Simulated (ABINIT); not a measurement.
Planning a run of ABINIT 10.8.3 on GaP (F-43m). The input:

```
acell 3*1.0 Angstrom
rprim 
  0.000000000000 2.725250000000 2.725250000000
  2.725250000000 0.000000000000 2.725250000000
  2.725250000000 2.725250000000 0.000000000000
ntypat 2
znucl 31 15
natom 2
typat 1 2
xred 
  0.000000000000 0.000000000000 0.000000000000
  0.250000000000 0.250000000000 0.250000000000
pp_dirpath "pseudos"
pseudos "Ga.upf, P.upf"
ecut 36
ngkpt 4 4 4
nshiftk 1
shiftk 0 0 0
kptopt 1
chksymbreak 0
istwfk *1
occopt 1
irdwfk 1
optdriver 4
nband 46
gwcalctyp 10
ecutsigx 36
symsigma 1
nkptgw 8
kptgw 
  0.0000000000 0.0000000000 0.0000000000
  0.2500000000 0.0000000000 0.0000000000
  0.5000000000 0.0000000000 0.0000000000
  0.2500000000 0.2500000000 0.0000000000
  0.5000000000 0.2500000000 0.0000000000
  -0.2500000000 0.2500000000 0.0000000000
  0.5000000000 0.5000000000 0.0000000000
  -0.2500000000 0.5000000000 0.2500000000
bdgw 
  1 13
  1 13
  1 13
  1 13
  1 13
  1 13
  1 13
  1 13
ecuteps 3.9
irdscr 1
ppmodel 1
irdqps 1
indata_prefix "in"
outdata_prefix "out"
tmpdata_prefix "tmp"
```

```sh
OMP_NUM_THREADS=1 mpirun -n 4 abinit run.abi > log
```

Q: How long will it take on 4 MPI ranks of Intel Xeon 6975P-C (Granite Rapids), shared host, and how much memory?

It took 24 s; on shared hardware allow 12 s to 49 s. Peak host memory was 0.9 GiB.

[Paths, hosts, dates, memory and timing lines, banners, echoed tables and standing remarks are left out of the program output.]

[Logs are printed without paths, hosts, clocks, repeated set-up lines and the standing remarks that a program may print on its own settings, such as how far it seeks lower states.]

[Runs of the session that timed out or met a known fault of the program may be left out.]

[Hosts, paths, dates, database ids (printed as entryN), source tags and the programs' standing remarks are cut or masked in the printed files.]

[G0W0 gaps are taken among the corrected bands and points alone; a level outside them can change the order at an edge.]

[Where Ansatz stands beside ABINIT at settings called matched, ABINIT's density can come from a denser mesh and the files from another edition; pairs whose starting gaps differed by over 0.03 eV were left out, so agreement reads better than it is.]
